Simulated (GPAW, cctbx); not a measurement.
# K2RbRh: deformation density and structure factors from DFT

Aim: compute the bonding part of the density of K2RbRh, find which reflections carry it, and see how it biases an ordinary refinement.

The cell comes from substitution in a known structure type and wasn't matched to any measured phase. All numbers below are calculated.

## 1. Relax the structure

The density hangs on the geometry, so cell and atoms are relaxed first, with the symmetry held. The cutoff is set higher than for the density because stress converges slowly with plane waves.

Settings: GPAW 26.7.0, PBE, 570 eV, 4×3×3 k-points (along the axes of the calculation cell), Fermi–Dirac width 0.1 eV, BFGS to 0.03 eV/Å.

```text
cell
1.0
     0.000000000    0.000000000    5.424000000
     7.706000000    0.000000000    0.000000000
     0.000000000    7.706000000    0.000000000
Rh Rb K
2 2 4
Direct
0.000000000 0.000000000 0.500000000
0.000000000 0.500000000 0.000000000
0.000000000 0.000000000 0.000000000
0.000000000 0.500000000 0.500000000
0.500000000 0.337300000 0.162700000
0.500000000 0.662700000 0.837300000
0.500000000 0.837300000 0.337300000
0.500000000 0.162700000 0.662700000
```

```console
$ OMP_NUM_THREADS=1 mpirun -n 4 gpaw python run.py > gpaw.log
```

```text
BFGS:    0      -16.430317        0.195004
BFGS:    1      -16.432280        0.191309
BFGS:    2      -16.480462        0.039563
BFGS:    3      -16.481423        0.024137
cell  5.5237 7.8202 7.8202  90.00 90.00 90.00
volume 337.805 A^3, largest force 0.017 eV/A, largest stress 0.09 GPa
```

After 3 steps the volume has changed by +4.9 % and the energy by -0.051 eV; the largest stress left is 0.09 GPa. It took 1.8 min on 4 cores of INTEL(R) XEON(R) PLATINUM 8581C CPU @ 2.10GHz (Emerald Rapids) (shared host), peak memory 1.3 GiB.

Relaxed structure: P4/mbm (no. 127), a = 7.8202 Å, b = 7.8202 Å, c = 5.5237 Å, α = 90.00°, β = 90.00°, γ = 90.00°.

| atom | mult. | x | y | z |
| --- | --- | --- | --- | --- |
| Rh1 | 2 | 0 | 1/2 | 0 |
| Rb1 | 2 | 0 | 0 | 0 |
| K1 | 4 | 0.3298 | 0.1702 | 1/2 |

## 2. The all-electron density

X-rays see the whole electron density, so the PAW density is rebuilt with its core regions. Subtracting spherical free atoms from the same code cancels the cores and leaves the deformation density Δρ, the part due to bonding.

Settings: PBE, 450 eV, 4×3×3 k-points (along the axes of the calculation cell), Fermi–Dirac width 0.1 eV; primitive cell of 8 atoms.

```console
$ OMP_NUM_THREADS=1 mpirun -n 4 gpaw python run.py > gpaw.log
```

```text
|iter:   1|       0s |  -21.657651 | -0.12 |       |
|iter:   2|       2s |  -19.448815 | -1.05 | -1.08 |
|iter:   3|       3s |  -17.401132 | -0.55 | -1.15 |
...
|iter:  12|      16s |  -16.205571c| -6.66 | -4.45c|
|iter:  13|      18s |  -16.205565c| -7.40 | -4.98c|
|iter:  14|      18s |  -16.205573c| -7.79c| -5.36c|
```

```text
grid (56, 80, 80)  electrons 240.000  moved by bonding 1.376 e
deformation density beyond 0.5 A of the nuclei: max 0.059, min -0.083 e/A^3
atom        x       y       z   Voronoi charge  moment
Rh1    0.0000  0.0000  0.5000     -0.517       0.00
Rh2    0.0000  0.5000  0.0000     -0.517       0.00
Rb3    0.0000  0.0000  0.0000      0.201       0.00
Rb4    0.0000  0.5000  0.5000      0.201       0.00
K 5    0.5000  0.3298  0.1702      0.158       0.00
K 6    0.5000  0.6702  0.8298      0.158       0.00
K 7    0.5000  0.8298  0.3298      0.158       0.00
K 8    0.5000  0.1702  0.6702      0.158       0.00
mean inner potential of superposed free atoms 10.623 V
total magnetic moment 0.000 muB
```

Deformation density in a plane through the shortest contact of the Rh atom at the origin, in 0.01 e/Å³ (clipped at ±99); x from -1.6 to 4.9 Å, y from 2.4 down to -2.4 Å:

```text
 -1   0  -2  -1   0   0   0   0   0   0   0   1   1   0   0   0
 -1  -1   0   0   1   1   0   0   0   0   0   0   0   0   0   0
  0   1   1   2   2   1   1   0   0   0  -1  -1  -1  -1   0   0
  1   2   3   3   3   2   2   1   0   0  -1  -1  -1  -1  -1   0
  2   3   4   5   3   1   2   2   0  -1  -1   1   0  -1  -1   0
  2   4   5  -1   .   1   3   2   1  -1   1   .   1   0  -1  -1
  2   4   6   .   .   2   4   3   1  -2   2   .   .   2  -1  -1
  2   3   3 -10   .   5   4   3   1  -1   1   .   0  -1  -1  -1
  1   2   2   2   5   4   4   2   1  -1  -2  -2  -2  -1   0   0
  1   1   2   3   3   3   2   1   0  -1  -1  -1   0   0   1   1
  0   1   1   2   2   2   1   0   0   0   0   1   1   2   2   2
  0   0   0   1   1   0  -1  -1  -1   0   1   2   3   4   3   2
  0   0   0   0  -1  -2  -1   0  -2   0   1   2   4   5   4   1
```

Atoms in or within 0.15 Å of the plane: Rh (0.0, 0.0), K (3.3, 0.0) Å. Dots mark points within about 0.45 Å of a nucleus; large values next to them are atomic features.

Rh gains most (-0.52 e) and Rb loses most (+0.20 e), as electronegativity suggests. Along the shortest contact from the Rh atom at the map's origin, Rh–K at 3.34 Å, Δρ is +0.02 e/Å³ at the midpoint and highest, +0.06, 0.79 Å from Rh (points within 0.5 Å of a nucleus left out): little piles up between the atoms. Point values carry grid noise of about 0.01 e/Å³. The run needed 14 iterations, 28 s.

## 3. From the density to structure factors

The Fourier components of Δρ, added to those of the free atoms, give the static X-ray structure factors; the Mott–Bethe relation turns them into the Fourier components V of the potential that fast electrons feel.

```text
static structure factors of the conventional cell: F in electrons, V (Mott-Bethe) in volts
   h  k  l      d  |F| table  |F| free   |F| DFT   change   |V| free  |V| DFT  change %
   1  1  0  5.5297    31.765    31.713    32.657    0.943     0.770    0.379    -50.8
   0  0  1  5.5237    85.212    85.169    86.045    0.877     1.172    0.809    -31.0
   2  0  0  3.9101   111.755   111.699   111.999    0.300     2.373    2.311     -2.6
   1  1  1  3.9080     0.514     0.420     0.765    0.345     0.412    0.484     17.4
   2  1  0  3.4973    45.707    45.722    45.718   -0.004     1.737    1.738      0.0
   2  0  1  3.1914   172.354   172.262   172.346    0.083     4.505    4.493     -0.3
   2  1  1  2.9548    43.360    43.365    43.298   -0.068     1.519    1.527      0.5
   2  2  0  2.7649   151.460   151.351   151.375    0.025     3.591    3.588     -0.1
   0  0  2  2.7618   192.084   191.981   191.728   -0.253     4.970    4.996      0.5
   3  1  0  2.4730    12.831    12.966    13.097    0.131     0.622    0.611     -1.7
   2  2  1  2.4724   114.647   114.538   114.367   -0.171     2.281    2.295      0.6
   1  1  2  2.4708    26.006    25.885    25.612   -0.273     0.637    0.659      3.6
   3  1  1  2.2571    38.027    37.923    37.777   -0.146     1.005    1.015      1.0
   2  0  2  2.2559    98.319    98.217    97.936   -0.281     1.721    1.740      1.1
```

The largest X-ray change is +0.94 e on 110, 3.0 % of |F|. For electrons V goes as (Z − F)/g², so a change of F counts against Z − F, which is small at low angle and wherever the atoms' terms cancel: |V| of 110 moves by -50.8 % (0.77 to 0.38 V) against +3.0 % in |F|. These compare absolute values; so weak a component may also change sign. The last three rows change by 0.28 e or less, against 0.94 e at the top: the effect is concentrated at low angle. The tabulated Hartree–Fock atoms differ from the free DFT atoms by up to 0.13 e, so the choice of reference atom matters too.

## 4. The functional ladder

The same geometry is run with other functionals, to see whether the bonding signal is larger than the spread between approximations. Free atoms are LDA for LDA and PBE otherwise. Any other changed setting is in the row's label.

```
   run  ΔF 110 (e)  ΔF 001 (e)  ΔF 111 (e)  q(Rh) (e)  moved (e)  time
   PBE      +0.943      +0.877      +0.345     -0.517      1.376  28 s
   LDA      +0.935      +0.871      +0.329     -0.505      1.355  26 s
revPBE      +0.970      +0.911      +0.359     -0.537      1.452  27 s
```

At the base's settings ΔF(110) spans +0.935 to +0.970 e, a spread of 4 % of the PBE value; over the three listed reflections the spread is at most 9 %, so sign and size hold across the functionals. Times are from shared hosts.

## 5. Refining ordinary atoms against data with bonding

Routine crystallography fits spherical atoms. To see the bias, intensities are simulated from tabulated atoms plus the DFT change ΔF, so that bonding alone can misfit (21234 reflections of the full sphere, merged to the counts below, to 0.4 Å, 1 % proportional noise plus counting noise, assumed isotropic U as listed, Δρ smeared by the mean U) and refined with cctbx over different ranges.

```
                    range  data      R1  GooF  U Rh1 (true 0.004)  U Rb1 (true 0.0043)  U K1 (true 0.0054)  largest shift (Å)  Δρ max, min (e/Å³)
                 all data  1536  0.0051  0.97              0.0040               0.0043              0.0054             0.0001         0.36, -0.31
 low resolution, d > 0.84   187  0.0033  1.11              0.0040               0.0043              0.0055             0.0002         0.13, -0.07
     high order, d < 0.75  1276  0.0059  0.95              0.0040               0.0043              0.0054             0.0000         0.24, -0.31
occupancies free, d > 0.7   311  0.0035  1.04              0.0040               0.0043              0.0055             0.0002         0.20, -0.10
```

With all data GooF is 0.97, so at this noise the bonding hardly shows; the top residual peak lies 1.47 Å from Rh and 3.06 Å from Rb. No U is off by more than 3 s.u. at low resolution. With Rh1 held at 1 and the scale free, the other occupancies refine to Rb1 1.001(0.001) and K1 1.001(0.001), within three s.u. of full.

## 6. Answer

Bonding moves 1.38 e in the primitive cell of K2RbRh and changes the structure factors of the conventional cell in the table above by at most 0.94 e (110, 3.0 %). The shortest bond, Rh–K, has Δρ = +0.02 e/Å³ at its midpoint. At the base's settings ΔF(110) spans +0.935 to +0.970 e, a spread of 4 % of the PBE value; over the three listed reflections the spread is at most 9 %, so sign and size hold across the functionals. With all data GooF is 0.97, so at this noise the bonding hardly shows. Limits: static density, frozen cores, no spin–orbit coupling.

[Outputs are excerpts: Python notices, other lines and further rows are left out; steps that failed or that the build refused (PBEsol, TPSS) are not shown.]

[Logs are printed without paths, hosts, clocks, repeated set-up lines and the standing remarks that a program may print on its own settings, such as how far it seeks lower states.]
